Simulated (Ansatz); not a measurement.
# BaTiO3 (Barioperovskite): how G0W0 depends on its starting point

How much of the starting functional survives in the G0W0 gap of BaTiO3 (Barioperovskite)?

Method: G0W0 on several functionals, plane waves, PAW, in Ansatz 0.2.0.

### 1. The starting structure

The structure is orthorhombic, space group Amm2 (No. 38). Conventional cell: a = 3.986 Å, b = 5.674 Å, c = 5.690 Å, α = 90.00°, β = 90.00°, γ = 90.00°. Nearest to Ba lie 12 O at 2.77 to 2.92 Å. Ti has 6 O at 1.93 to 2.09 Å nearest. Nearest to O lie 2 Ti at 2.00 Å and 4 Ba at 2.77 to 2.92 Å. Nearest to O lie 2 Ti at 1.93 to 2.09 Å and 4 Ba at 2.81 to 2.84 Å. Farther neighbours and most contacts between anions are not listed.

The cell and positions come from the Crystallography Open Database and are kept as given unless a step says otherwise. Spin-orbit coupling is left out unless a step names it. The default PAW set here is soft_2. Its files were made with PBE.

### 2. G0W0 on LDA

G0W0 replaces the xc potential by the self-energy, built once from these orbitals. Only a window of levels is corrected, while the sums run over the empty bands that the input names.

This step: G0W0 on LDA, plane waves, PAW.

input.yaml

```yaml
crystal:
  lattice:
    - [3.9855, 0.0, 0.0]
    - [0.0, 2.8369, 2.84515]
    - [0.0, -2.8369, 2.84515]
  atoms:
    - { symbol: Ba, position: [0.0, 0.0, 0.0] }
    - { symbol: Ti, position: [0.5, 0.5124, 0.5124] }
    - { symbol: O, position: [0.0, 0.4874, 0.4874] }
    - { symbol: O, position: [0.5, 0.50524, 0.99184] }
    - { symbol: O, position: [0.5, 0.99184, 0.50524] }
kpoints:
  mp_grid: { grid: [4, 4, 4] }
hamiltonian:
  xc: lda
scf:
  occupations: { method: fixed }
gw:
  n_empty_bands: 509
  ecut_chi: 230.0
  qp_bands: [v2, c2]
  qp_kpoints: band_edges
  screening: { model: contour_deformation }
```

Launch:

```console
$ ansatz run input.yaml --threads 3 --pin off --max-ram 92160MiB --backend cuda --events-out ev --progress --plain --runs-dir out --devices 1 --max-vram 13GiB
```

Numbers of over 12 decimals in the logs are rounded to 6 here.

Output:

```text
GPUs: using 1 of 1 available (devices: 1).
Engine: ansatz 0.2.0, x86_64-unknown-linux-gnu
Pseudopotentials: kind: paw
Pseudopotential: Ba, paw, valence charge 10, recommended cutoff 420 eV (normal), Ba.paw.azcp
Pseudopotential: Ti, paw, valence charge 12, recommended cutoff 420 eV (normal), Ti.paw.azcp
Pseudopotential: O, paw, valence charge 6, recommended cutoff 420 eV (normal), O.paw.azcp
Functional definition: SPW92
  exchange = slater_x
  correlation = pw_c
device memory: the entry about to start is reckoned to put 0.7 GiB on a device that reports 64.1 GiB free (of which the cap on the GPU budget leaves the run 13.0 GiB)
GPU FFT provider: cuFFT
GPU libraries: cuBLAS 13.8.2, cuFFT 12.4.0, cuSOLVER 12.3.4
Crystal: 5 atoms, lattice volume = 64.337 Å³
Basis set: ecut = 420 eV, 1249 PW (Γ)
Bands: 25, of which v1, the nominal top of the filled ones, is band 20 counted from 1 (19 counted from 0)
Symmetry: 4 space group operations
Space group: Amm2 (ITA 38), of the structure as read, at distance tolerance 4.0e-5 Å
k-points: 21 of 64 (time reversal used)
Non-local potential: Ba, projectors of the file, l = 0: 3, l = 1: 2, l = 2: 2, l = 3: 2
Non-local potential: Ti, projectors of the file, l = 0: 3, l = 1: 2, l = 2: 3, l = 3: 1
Non-local potential: O, projectors of the file, l = 0: 2, l = 1: 2, l = 2: 1
PAW form: soft (Blöchl's): semilocal exchange-correlation on the pseudo side does not see the compensation charge
PAW frozen core: Ba, regenerated for the run's functional, and the local potential with it (the file was generated under x = pbe(κ = 0.804, μ = 0.219515), c = pbe(β = 0.066725))
PAW frozen core: Ti, regenerated for the run's functional, and the local potential with it (the file was generated under x = pbe(κ = 0.804, μ = 0.219515), c = pbe(β = 0.066725))
PAW frozen core: O, regenerated for the run's functional, and the local potential with it (the file was generated under x = pbe(κ = 0.804, μ = 0.219515), c = pbe(β = 0.066725))
PAW one-centre angular grid: Ba, 194 points (default); XC on 64 Gauss nodes
PAW one-centre angular grid: Ti, 590 points (default); XC on 64 Gauss nodes
PAW one-centre angular grid: O, 110 points (default); XC on 64 Gauss nodes
Initial density: superposition of atomic densities (neutral atoms: chi_scale 0, normalization atom), corrected by the library's trained network
Initial wavefunctions: pseudopotential atomic-orbital guess
GPU buffer pool allocated for 19683 grid points (all kernels)
GPU transforms: local potential and band sums: pruned to the plane-wave sphere, on 27×27×27
Functional: x = slater, c = lda
SCF iter   1: F=—  HF=-9904.434224 eV  |F-HF|=—  |Δ(HF+E_count)|=         —  Δρ=1.89e-2  dr2=2.25e-1  ethr=1.77e-3  ⟨swp⟩=4.3  Hψ=2240  notcnv=0  defer=25
preconditioner: auto → Resta (q_TF=auto, 2.521 Å⁻¹)  ε∞=6.0  [insulator: Δε(μ)=1.571 eV  Ē_g=11.717 eV  n_scr=18 (ndim 8)  ℏωp=26.2 eV  f_vac=0.000  ε∞_Penn≈6.0]
SCF iter   2: F=—  HF=-9904.402115 eV  |F-HF|=—  |Δ(HF+E_count)|=   3.21e-2  Δρ=1.12e-2  dr2=6.90e-2  ethr=5.63e-4  ⟨swp⟩=2.1  Hψ=946  notcnv=0  defer=45
SCF iter   3: F=—  HF=-9904.389670 eV  |F-HF|=—  |Δ(HF+E_count)|=   1.24e-2  Δρ=2.87e-3  dr2=3.66e-3  ethr=1.73e-4  ⟨swp⟩=2.5  Hψ=776  notcnv=0  defer=47
SCF iter   4: F=—  HF=-9904.388770 eV  |F-HF|=—  |Δ(HF+E_count)|=   9.00e-4  Δρ=7.70e-4  dr2=2.59e-4  ethr=9.14e-6  ⟨swp⟩=2.3  Hψ=957  notcnv=0  defer=62
SCF iter   5: F=—  HF=-9904.388733 eV  |F-HF|=—  |Δ(HF+E_count)|=   3.77e-5  Δρ=1.92e-4  dr2=2.38e-5  ethr=6.47e-7  ⟨swp⟩=2.0  Hψ=795  notcnv=0  defer=63
SCF iter   6: F=—  HF=-9904.388730 eV  |F-HF|=—  |Δ(HF+E_count)|=   3.02e-6  Δρ=8.88e-5  dr2=4.30e-6  ethr=5.95e-8  ⟨swp⟩=2.1  Hψ=887  notcnv=0  defer=21
SCF iter   7: F=—  HF=-9904.388729 eV  |F-HF|=—  |Δ(HF+E_count)|=   1.10e-7  Δρ=4.79e-5  dr2=1.58e-6  ethr=1.07e-8  ⟨swp⟩=2.1  Hψ=820  notcnv=0  defer=21
SCF iter   8: F=-9904.388729 eV  HF=-9904.388729 eV  |F-HF|=1.09e-8  |Δ(HF+E_count)|=   2.93e-7  Δρ=6.33e-6  dr2=2.25e-8  ethr=2.50e-10  ⟨swp⟩=7.1  Hψ=2486  notcnv=0
SCF 1 converged in 8 iterations: F = -9904.388729 eV  dr2 = 2.25e-8
  greatest PAW one-centre occupation: 0.999 electrons in one spin orbital (limit 2), on the Ti atom at site 1 (counted from 0), in its partial waves of l = 0
device memory: the entry about to start is reckoned to put 0.7 GiB (of the 0.8 GiB reckoned in all, the device holds 0.1 GiB already) on a device that reports 65.1 GiB free (of which the cap on the GPU budget leaves the run 12.9 GiB)
NSCF: frozen V_eff on 21 k-points, pencils in batches of 32, up to order 100
the band table was solved once the SCF had ended and its energy, with any forces and stress, was formed, with the checks that follow a solve (2358 applications of the Hamiltonian). They found nothing against the state; the energy, forces and stress were not computed again (output.eigenvalues in the input reference)
device memory: the entry about to start is reckoned to put 5.2 GiB on a device that reports 66.5 GiB free (of which the cap on the GPU budget leaves the run 13.0 GiB)
NSCF: frozen V_eff on 21 k-points
G₀W₀ screening: q 1/21
[... further progress lines ...]
device memory: the entry about to start is reckoned to put 0.3 GiB on a device that reports 43.3 GiB free (of which the cap on the GPU budget leaves the run 13.0 GiB)
NSCF: frozen V_eff on 1 k-points
device memory: the entry about to start is reckoned to put 0.3 GiB on a device that reports 43.3 GiB free (of which the cap on the GPU budget leaves the run 13.0 GiB)
NSCF: frozen V_eff on 1 k-points
SCF converged after 8 iterations
Free energy (F): -9904.388729 eV
Harris-Foulkes:  -9904.388729 eV  (|F-HF|=1.09e-8)
Internal energy: -9904.388729 eV  (E = F + TS)
E sigma→0 (E₀):  -9904.388729 eV
Fermi energy:    9.875320 eV
--- Per-component energies (eV) ---
  E_band       = -151.896325
  E_kinetic    = 964.492271
  E_local      = -2107.402483  (includes V_loc(G=0)·N_el)
  E_nonlocal   = 215.980137
  E_hartree    = 816.190834
  E_xc         = -484.721041
  E_vxc        = -541.942135  (∫ρ·V_xc dr)
  E_paw        = -6494.578266  (= ΣΔE_a)
  E_vpaw       = -315.411184  (= ΣTr[D̂ρ^β])
  E_aug_tail   = 0.007516  (compensation charges beyond the density's cutoff)
  E_ewald      = -2815.256928
  E_core_change = 0.899230  (= ΣΔE_core)
  E_smearing   = -0.000000  (= −TS)
  E_closure    = 0.000000  (closes the sum)
  Σ components = -9904.388729   (vs F -9904.388729, Δ=0.00e0)
--- Band table (eV; the first three rows and the last of 21) ---
  k-point 0: bands = [... 16 lower, 8.7484, 9.5552, 9.6661, 9.7125, 11.6928, 11.7568, 11.9208, 13.9748, ... 1 higher]
  k-point 1: bands = [... 16 lower, 8.4230, 8.6557, 9.2959, 9.4019, 11.8544, 12.6419, 12.6973, 14.0092, ... 1 higher]
  k-point 2: bands = [... 16 lower, 8.0266, 8.1945, 9.0852, 9.1677, 11.9199, 13.4132, 13.4411, 14.0061, ... 1 higher]
  k-point 20: bands = [... 16 lower, 7.5383, 9.8287, 9.8648, 9.8753, 14.0510, 14.0927, 14.1034, 16.5350, ... 1 higher]
--- G₀W₀: contour deformation, 7 samples at zero and on the imaginary axis and 1 off it, 64 q-points, 509 empty bands' worth ---
  eigenvalues of the whole cell's RPA ε∞ on this k-mesh (on a slab, of 1 + 4πα/V) = 6.4815, 6.5467, 6.6078; static W/v taken at q = 0 is 0.152787
  gw.qp_kpoints: band_edges: 15 of 21 stored k-points solved, in 1 pass; an edge of the gap read off the rows below is read off those points alone
    valence top: of the k-points left out ik 17 came nearest to being solved in a further pass, in band 19 (counted from 1, as in the quasiparticle table): it holds the edge there only if its correction is more favourable than any solved in that band by at least 0.542 eV; those differ by 0.085 eV
    conduction bottom: of the k-points left out ik 4 came nearest to being solved in a further pass, in band 21 (counted from 1, as in the quasiparticle table): it holds the edge there only if its correction is more favourable than any solved in that band by at least 0.973 eV; those differ by 0.098 eV
    ik  band        ε_KS         Σx   Σc(E_QP)       V_xc       Z   E_QP_lin       E_QP  E_QP is
     0    19      9.6661   -25.8654     4.0335   -21.4082  0.7170     9.2386     9.2424  root
     0    20      9.7125   -25.9698     4.0911   -21.4480  0.7172     9.2780     9.2818  root
     0    21     11.6928   -12.6238    -6.7028   -20.5621  0.7301    12.9625    12.9282  root
     0    22     11.7568   -12.7513    -6.5951   -20.5688  0.7295    13.0127    12.9792  root
     1    19      9.2959   -25.2911     3.8835   -21.0062  0.7140     8.8909     8.8944  root
     1    20      9.4019   -25.6705     4.0831   -21.1610  0.7148     8.9716     8.9756  root
     1    21     11.8544   -13.0213    -6.6826   -20.9345  0.7260    13.1199    13.0850  root
     1    22     12.6419   -14.0416    -6.7362   -21.9581  0.7077    13.8600    13.8223  root
     2    19      9.0852   -25.4331     4.1037   -20.8941  0.7121     8.6455     8.6499  root
     2    20      9.1677   -25.7321     4.2650   -21.0098  0.7128     8.7055     8.7103  root
     2    21     11.9199   -13.1330    -6.8040   -21.1862  0.7232    13.2063    13.1691  root
     2    22     13.4132   -14.7212    -7.3318   -23.2301  0.6826    14.6395    14.5903  root
     3    19      8.8772   -24.9526     3.8373   -20.7182  0.7126     8.4764     8.4802  root
     3    20      9.4037   -25.4030     4.2812   -20.6806  0.7074     8.9577     8.9624  root
     3    21     12.7085   -14.0494    -6.8292   -22.0687  0.7067    13.9376    13.8986  root
     3    22     12.7241   -14.2729    -6.8446   -22.3041  0.7030    13.9502    13.9107  root
     5    19      8.9035   -24.9912     3.8414   -20.7548  0.7127     8.5047     8.5084  root
     5    20      9.3827   -25.3753     4.2841   -20.6524  0.7068     8.9393     8.9440  root
     5    21     12.5825   -13.8841    -6.8619   -21.9479  0.7083    13.8236    13.7845  root
     5    22     12.8386   -14.3817    -6.8404   -22.4011  0.7015    14.0574    14.0176  root
     6    19      9.0385   -25.1309     4.3916   -20.2679  0.7033     8.5611     8.5672  root
     6    20      9.7790   -25.6044     4.4428   -20.7243  0.7065     9.3372     9.3416  root
     6    21     13.4285   -14.7358    -7.4372   -23.3563  0.6809    14.6621    14.6117  root
     6    22     13.4890   -14.7291    -7.4652   -23.3776  0.6803    14.7229    14.6723  root
[...]
18    19      9.3593   -25.1407     4.4288   -20.2654  0.7038     8.9077     8.9128  root
    18    20      9.8490   -25.6963     4.4399   -20.8309  0.7066     9.4194     9.4235  root
    18    21     13.7389   -14.6895    -7.6825   -23.5443  0.6740    14.9672    14.9111  root
    18    22     13.7406   -14.7168    -7.6651   -23.5490  0.6741    14.9632    14.9076  root
    20    19      9.8648   -25.7593     4.4451   -20.8941  0.7067     9.4407     9.4447  root
    20    20      9.8753   -25.7542     4.4373   -20.8989  0.7066     9.4534     9.4573  root
    20    21     14.0510   -14.6758    -8.0145   -23.8535  0.6627    15.2728    15.2142  root
    20    22     14.0927   -14.7025    -8.0927   -23.9588  0.6598    15.3164    15.2562  root
```

Elapsed: 55 s, on 1 × NVIDIA H100 80GB HBM3 (shared by 6 runs) with 3 threads of AMD EPYC 7R13 (Zen 3), shared host; peak memory 2.1 GiB.

In the SCF lines HF is the Harris–Foulkes energy and dr2 the Hartree energy of the density residual, in eV; the loop may stop once dr2 is under the threshold and the program's other checks hold. Hψ counts applications of the Hamiltonian.

This step gave:

- bands summed: 529
- RPA ε∞ on this mesh (eigenvalues): 6.481, 6.547, 6.608
- plane waves in the screening matrix: 485
- q-points in the mesh: 64
- G0W0 gap on the mesh: 3.471 eV
- k of the valence top: -0.5, -0.5, -0.5
- k of the conduction bottom: 0, 0, 0
- starting gap on the mesh: 1.817 eV
- Z at the valence top: 0.7066
- Z at the conduction bottom: 0.7301
- least direct G0W0 gap on the computed points: 3.646 eV

The gap on the mesh goes from 1.82 eV to 3.47 eV, a correction of +1.65 eV. Between the two edge states, bare exchange in place of the xc potential would open the gap by 12.79 eV, and correlation takes back 11.14 eV.

(Part 1 of 2 ends here.)

[Paths, hosts, dates, memory and timing lines, banners, echoed tables and standing remarks are left out of the program output.]

[Logs are printed without paths, hosts, clocks, repeated set-up lines and the standing remarks that a program may print on its own settings, such as how far it seeks lower states.]

[Runs of the session that timed out or met a known fault of the program may be left out.]

[Cells called generated may have been cut or substituted from an entry of the Crystallography Open Database or the Materials Project.]

[Hosts, paths, dates, database ids (printed as entryN), source tags and the programs' standing remarks are cut or masked in the printed files.]
